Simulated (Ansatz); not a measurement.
# VSi2N4 monolayer in a perpendicular field, part 3 of 3

Aim: how the VSi2N4 monolayer screens a field along its normal, and what the field does to its bands. A positive field points along +c.

Ansatz 0.2.0; plane-wave DFT, PBE-D3(BJ), Ansatz PAW (set soft_1); PAW set soft_1.

So far, gap along the path (eV): step 3 (single point, field 0) 0.150; step 4 (field 0.1 V/Å) 0.150.

## 5. Atoms held, field -0.1 V/Å

input.yaml reads:

```yaml
crystal:
  lattice:
    - [2.8661771917, 0.0, 0.0]
    - [-1.4330885958, 2.4821822597, 0.0]
    - [0.0, 0.0, 24.8984748145]
  atoms:
    - { symbol: "N", position: [0.0, 0.0, 0.3614679239] }
    - { symbol: Si, position: [0.3333333333, 0.6666666667, 0.3830043209] }
    - { symbol: "N", position: [0.3333333333, 0.6666666667, 0.4533148019], spin: -0.04 }
    - { symbol: V, position: [0.0, 0.0, 0.5], spin: 0.72 }
    - { symbol: "N", position: [0.3333333333, 0.6666666667, 0.5466851981], spin: -0.04 }
    - { symbol: Si, position: [0.3333333333, 0.6666666667, 0.6169956791] }
    - { symbol: "N", position: [0.0, 0.0, 0.6385320761] }
magnetization:
  spin_polarized: true
kpoints:
  mp_grid: { grid: [18, 18, 1] }
  band_path:
    path: [[0, 0, 0], [0.5, 0, 0], [0.33333333, 0.33333333, 0], [0, 0, 0]]
    npoints: 16
hamiltonian:
  xc: pbe
  dispersion: d3bj
  pseudopotentials: { kind: paw, azcp: { folder: soft_1 } }
scf:
  occupations: { method: fermi_dirac, width: 0.02585 }
  convergence: { dr2_threshold: 1.0e-10 }
efield:
  axis: 3
  dipole_correction: true
  ramp_position: 0.9361
  ramp_width: 0.1277
  amplitude: -0.1
output:
  write_potential: true
  write_density: true
  volumetric_format: npy
```

Launch:

```console
ansatz run input.yaml --threads 2 --pin off --max-ram 3072MiB --backend cpu --events-out ev --progress --plain --runs-dir out
```

Numbers of over 12 decimals in the logs are rounded to 6 here.

Log:

```text
[...]
Crystal: 7 atoms, lattice volume = 177.137 Å³
Basis set: ecut = 420 eV, 3479 PW (Γ)
Bands: 28, of which v1, the nominal top of the filled ones, is band 21 counted from 1 (20 counted from 0)
Symmetry: 6 space group operations
k-points: 37 of 324 (time reversal used)
[...]
Starting moments: Σ|m| = 0.8 μB on 3 of 7 sites
[...]
k-point 1 ↑: bands = [... 17 lower, -1.1439, -1.0254, -0.8285, 0.9077, 3.4142, 3.4536, 3.5053, 3.5299, ... 3 higher]
  k-point 2 ↑: bands = [... 17 lower, -1.3393, -1.1861, -0.7763, 0.7882, 3.2914, 3.3434, 3.4096, 3.6992, ... 3 higher]
  k-point 36 ↓: bands = [... 17 lower, -2.7530, -1.0902, -0.4741, 1.4049, 3.0515, 3.9397, 4.2730, 4.8730, ... 3 higher]
[key lines of the parts left out:]
SCF converged after 16 iterations
Magnetization: 0.9959 μB (20.9979 up, 20.0021 down)
Free energy (F): -5728.263639 eV
Fermi energy:    0.973140 eV
Dipole field:    D = -0.031436 V/Å  (p = -0.030774 e·Å, saw-weighted, corrected)
```

Elapsed: 51 s, on 2 threads of Arm Neoverse V1, shared host; peak memory 0.67 GiB; 1.7 min of CPU time.

The dipole is -0.0308 e·Å, and the gap 0.150 eV.

## 6. Response, atoms held

This step: plane-wave DFT, PBE-D3(BJ), Ansatz PAW (set soft_1); response to a field along the normal, atoms held; PAW set soft_1 (Ansatz 0.2.0).

The dipoles give the slope, and the difference of two potentials shows where the field is screened.

Numbers from this step:

- equivalent conductor thickness p/(ε₀AE): 7.827 Å
- distance between the outer atoms: 6.898 Å

The dipole of the cell by applied field:

```tsv
applied field (V/Å)	dipole of the cell (e·Å)
-0.1000	-0.0308
0.0000	-2.4e-6
0.1000	0.0308
```

The total moment stays at 0.996 μB for applied field from -0.1 to 0.1 V/Å.

Local field over the applied field, running mean. From the potentials at -0.1 and 0.1 V/Å; running mean over 2.5 Å. Local field over applied field against z:

z (Å), local field over applied field and a bar:
```
      4.5      1.000 ##############################
      5.0      0.999 ##############################
      5.5      0.995 ##############################
      6.0      0.983 #############################
      6.5      0.951 ############################
      7.0      0.869 ##########################
      7.5      0.727 #####################
      8.0      0.561 ################
      8.5      0.397 ###########
      9.0      0.277 #######
      9.5      0.199 #####
     10.0      0.166 ####
     10.5      0.143 ###
     11.0      0.128 ###
     11.5      0.095 #
     12.0      0.061 
     12.5      0.048 
     13.0      0.067 #
     13.5      0.103 ##
     14.0      0.132 ###
     14.5      0.148 ###
     15.0      0.170 ####
     15.5      0.211 #####
     16.0      0.298 ########
     16.5      0.428 ############
     17.0      0.596 #################
     17.5      0.759 ######################
     18.0      0.891 ###########################
     18.5      0.960 #############################
     19.0      0.987 ##############################
     19.5      0.996 ##############################
     20.0      0.999 ##############################
     20.5      1.000 ##############################
```

The induced electron density oscillates, so the rows of the table below give means over windows of 1 Å about each position, cut where the curve ends. Its maxima inside the range that stand out by 2 % of the span (Å: e/Å³ per V/Å): 8.2: 0.00391, 9.1: 0.00122, 10.5: 0.00139, 11.3: 0.00155, 13.0: 7.6e-4, 13.8: -4.0e-4, 15.2: 0.00196, 16.0: -4.1e-4. Its minima: 8.9: 4.1e-4, 9.7: -0.00196, 11.1: 4.0e-4, 11.9: -7.6e-4, 13.6: -0.00155, 14.4: -0.00139, 15.8: -0.00122, 16.7: -0.00391.

Electrons, planar mean, per unit field. Table of induced electron density by z; means over each step:

```tsv
z (Å)	induced electron density (e/Å³ per V/Å)
5	7.0e-6
6	8.5e-5
7	7.9e-4
8	0.00314
9	9.1e-4
10	-5.3e-4
11	9.7e-4
12	-2.6e-4
13	1.4e-4
14	-9.8e-4
15	7.3e-4
16	-0.00129
17	-0.00299
18	-6.4e-4
19	-6.8e-5
20	-5.3e-6
```

By hand: between -0.1 and 0.1 V/Å the dipole changes by 0.06155 e·Å, a slope of 0.3077 e·Å²/V. A perfect conductor of thickness t has p = ε₀AEt, so t = 180.95 × 0.3077 / 7.114 = 7.83 Å (e/ε₀ = 180.95 V·Å, A in Å²).

The induced dipole is that of a conductor 7.83 Å thick.

## 7. What came out

```
gap without field                          : 0.150 eV
ionisation energy, upper face              : 5.51 eV
electron affinity, upper face              : 5.36 eV
equivalent conductor thickness, atoms held : 7.83 Å
```

What this shows: The induced dipole equals that of a perfect conductor 7.83 Å thick, while the outer atoms lie 6.90 Å apart; an out-of-plane ε follows only once a thickness t is chosen, by 1 − 1/ε = 7.83 Å / t. The gap stays within 0.01 eV of 0.15 eV over the fields run, up to 0.1 V/Å in size. Semilocal functionals give gaps that are too small, and excitons are not included. The magnetic order is the one reached from the typed start; other orders were not compared. The outer anions sit over the metal atoms, one of several polytypes of such layers and not the lowest for every compound.

[Logs are printed without paths, hosts, clocks, repeated set-up lines and the standing remarks that a program may print on its own settings, such as how far it seeks lower states.]

[Hosts, paths, dates, database ids (printed as entryN), source tags and the programs' standing remarks are cut or masked in the printed files.]

[Maps of the electrostatic potential energy from Ansatz leave out the sawtooth potential of an applied field or a dipole correction, so their vacuum need not be flat; planar profiles and work functions include it.]
